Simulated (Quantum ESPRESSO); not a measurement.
**BN (F-43m): the optical phonon under strain**

How far does biaxial strain in the (001) plane shift the zone-centre optical mode of BN (F-43m)?

Calculated with Quantum ESPRESSO 7.5; DFT LDA, scalar-relativistic, plane waves, PseudoDojo norm-conserving pseudopotentials.

**1. The starting structure**

It takes space group F-43m (No. 216, cubic). Conventional cell: a = 3.581 Å, b = 3.581 Å, c = 3.581 Å, α = 90.00°, β = 90.00°, γ = 90.00°. Nearest to B lie 4 N at 1.55 Å. N has 4 B at 1.55 Å nearest. Farther neighbours and most contacts between anions are not listed.

Coordinates:

```cif
data_structure
_symmetry_space_group_name_H-M 'F-43m'
_symmetry_Int_Tables_number 216
_cell_length_a 3.5814
_cell_length_b 3.5814
_cell_length_c 3.5814
_cell_angle_alpha 90.000
_cell_angle_beta 90.000
_cell_angle_gamma 90.000
_cell_volume 45.94
loop_
_atom_site_label
_atom_site_type_symbol
_atom_site_symmetry_multiplicity
_atom_site_Wyckoff_symbol
_atom_site_fract_x
_atom_site_fract_y
_atom_site_fract_z
_atom_site_occupancy
B1 B 4 a 0.00000 0.00000 0.00000 1
N1 N 4 c 0.75000 0.25000 0.75000 1
```

**2. Uniaxial strain**

The relaxed cell is stretched along z alone. This keeps all atoms on sites fixed by symmetry and splits the threefold mode into a singlet, polarised along z, and a doublet. The macroscopic field is left out, so these are transverse modes. Cutoff 92 Ry, k mesh 12×12×12.

From the response at ε_zz = 0.01:

The log of the run:

```text
[banners, grids, parts of the stress and lines that vanish by symmetry left out]
Program PHONON v.7.5
     Reading xml data from directory:

[...]
Exchange-correlation= PW
                           (   1   4   0   0   0   0   0)
[...]
kinetic-energy cut-off    =      92.0000  Ry
     charge density cut-off    =     368.0000  Ry
     convergence threshold     =      1.0E-18
[...]
Exchange-correlation= PW
                           (   1   4   0   0   0   0   0)
[...]
q = (   0.0000000   0.0000000   0.0000000 )
      9 Sym.Ops. (with q -> -q+G )
     G cutoff =  215.6230  (   9361 G-vectors)     FFT grid: ( 30, 30, 30)
     number of k points=   163
[...]
Mode symmetry, D_2d (-42m) point group:
[...]
Representation #   1 mode #   1
[...]
End of self-consistent calculation
     Convergence has been achieved
     Representation #   2 mode #   2
[...]
End of self-consistent calculation
     Convergence has been achieved
     Representation #   3 modes #   3   4
[...]
End of self-consistent calculation
     Convergence has been achieved
     Representation #   4 modes #   5   6
[...]
End of self-consistent calculation
     Convergence has been achieved
[...]
q = (    0.000000000   0.000000000   0.000000000 )
[...]
freq (    1) =       0.056052 [THz] =       1.869685 [cm-1]
     freq (    2) =       0.056411 [THz] =       1.881670 [cm-1]
     freq (    3) =       0.056411 [THz] =       1.881670 [cm-1]
     freq (    4) =      31.527378 [THz] =    1051.640124 [cm-1]
     freq (    5) =      31.698657 [THz] =    1057.353385 [cm-1]
     freq (    6) =      31.698657 [THz] =    1057.353385 [cm-1]
[...]
Mode symmetry, D_2d (-42m) point group:
     freq (   1-   1) =          1.9  [cm-1]   --> B_2  X_3  W_2   I+R
     freq (   2-   3) =          1.9  [cm-1]   --> E    X_5  W_3   I+R
     freq (   4-   4) =       1051.6  [cm-1]   --> B_2  X_3  W_2   I+R
     freq (   5-   6) =       1057.4  [cm-1]   --> E    X_5  W_3   I+R

   JOB DONE.
```

| ε_zz | singlet (cm⁻¹) | doublet (cm⁻¹) | σ_zz (GPa) | σ_xx (GPa) |
| --- | --- | --- | --- | --- |
| -0.01 | 1085.15 | 1079.93 | -8.346 | -2.018 |
| -0.005 | 1076.95 | 1074.28 | -4.164 | -1.000 |
| 0 | 1068.63 | 1068.63 | -0.029 | -0.029 |
| 0.005 | 1060.19 | 1062.99 | 4.061 | 0.897 |
| 0.01 | 1051.64 | 1057.35 | 8.105 | 1.778 |

Stress is counted positive in tension.

**3. The fit**

To first order ω² − ω₀² = p ε_zz + q (ε_xx + ε_yy) for the mode along z, and likewise for x and y. With ε_zz alone the singlet gives p and the doublet q.

The linear terms of parabolas through ω² are p = -3.14 ω₀² and q = -2.11 ω₀², with ω₀ = 1068.6 cm⁻¹. Those of the stresses are C11 = 823 GPa and C12 = 190 GPa. Under hydrostatic strain p and q imply γ = −(p + 2q)/(6 ω₀²) = 1.23.

A layer held to an in-plane strain ε and free along z takes ε_zz = −2 (C12/C11) ε = -0.461 ε. To first order the singlet then shifts by (q − p C12/C11) ε / ω₀ = -1485 ε cm⁻¹. For ε = 0.004, ε_zz = -0.00185, the formulas for ω² predict 1062.68 cm⁻¹ for the singlet and 1059.46 cm⁻¹ for the doublet.

**4. A biaxially strained cell**

This run was no part of the fit.

The log of the run:

```text
[banners, grids, parts of the stress and lines that vanish by symmetry left out]
[banner, memory and clock lines left out]
Program PHONON v.7.5

[...]
Exchange-correlation= PW
                           (   1   4   0   0   0   0   0)
[...]
kinetic-energy cut-off    =      92.0000  Ry
     charge density cut-off    =     368.0000  Ry
     convergence threshold     =      1.0E-18
[...]
Exchange-correlation= PW
                           (   1   4   0   0   0   0   0)
[...]
q = (   0.0000000   0.0000000   0.0000000 )
      9 Sym.Ops. (with q -> -q+G )
     G cutoff =  213.9386  (   9361 G-vectors)     FFT grid: ( 30, 30, 30)
     number of k points=   163
[...]
Mode symmetry, D_2d (-42m) point group:
[...]
Representation #   1 mode #   1
[...]
End of self-consistent calculation
     Convergence has been achieved
     Representation #   2 mode #   2
[...]
End of self-consistent calculation
     Convergence has been achieved
     Representation #   3 modes #   3   4
[...]
End of self-consistent calculation
     Convergence has been achieved
     Representation #   4 modes #   5   6
[...]
End of self-consistent calculation
     Convergence has been achieved
[...]
q = (    0.000000000   0.000000000   0.000000000 )
[...]
freq (    1) =       0.038117 [THz] =       1.271456 [cm-1]
     freq (    2) =       0.038117 [THz] =       1.271456 [cm-1]
     freq (    3) =       0.038423 [THz] =       1.281666 [cm-1]
     freq (    4) =      31.761717 [THz] =    1059.456844 [cm-1]
     freq (    5) =      31.761717 [THz] =    1059.456844 [cm-1]
     freq (    6) =      31.859450 [THz] =    1062.716866 [cm-1]
[...]
Mode symmetry, D_2d (-42m) point group:
     freq (   1-   1) =          1.3  [cm-1]   --> B_2  X_3  W_2   I+R
     freq (   2-   3) =          1.3  [cm-1]   --> E    X_5  W_3   I+R
     freq (   4-   5) =       1059.5  [cm-1]   --> E    X_5  W_3   I+R
     freq (   6-   6) =       1062.7  [cm-1]   --> B_2  X_3  W_2   I+R
```

| mode | predicted (cm⁻¹) | run (cm⁻¹) |
| --- | --- | --- |
| singlet | 1062.68 | 1062.72 |
| doublet | 1059.46 | 1059.46 |

The stress along z is -0.030 GPa and that in the plane 3.617 GPa; the unstrained cell carries -0.029 GPa.

**5. Outcome**

| Quantity | Value |
| --- | --- |
| p (in units of the squared frequency) | -3.135 |
| q (same units) | -2.113 |
| shift of the singlet per unit of biaxial strain | -1485 cm⁻¹ |
| C11 and C12 | 823 and 190 GPa |

**Reading.** To first order, one per cent of tensile biaxial strain moves the singlet of BN (F-43m) by -14.8 cm⁻¹ and the doublet by -22.8 cm⁻¹; the formulas miss the test run by up to 0.04 cm⁻¹. In backscattering from (001) the mode polarised along z is the one seen in diamond and zinc-blende crystals; in a polar crystal it is the LO mode, whose potentials differ somewhat from these. The third potential, r, needs shear strain and a relaxation of the atoms, which was not run. These are harmonic values at zero temperature.

[Host names and launcher messages were left out of these logs when they were recorded.]

[Logs are printed without paths, hosts, clocks, repeated set-up lines and the standing remarks that a program may print on its own settings, such as how far it seeks lower states.]

[Hosts, paths, dates, database ids (printed as entryN), source tags and the programs' standing remarks are cut or masked in the printed files.]
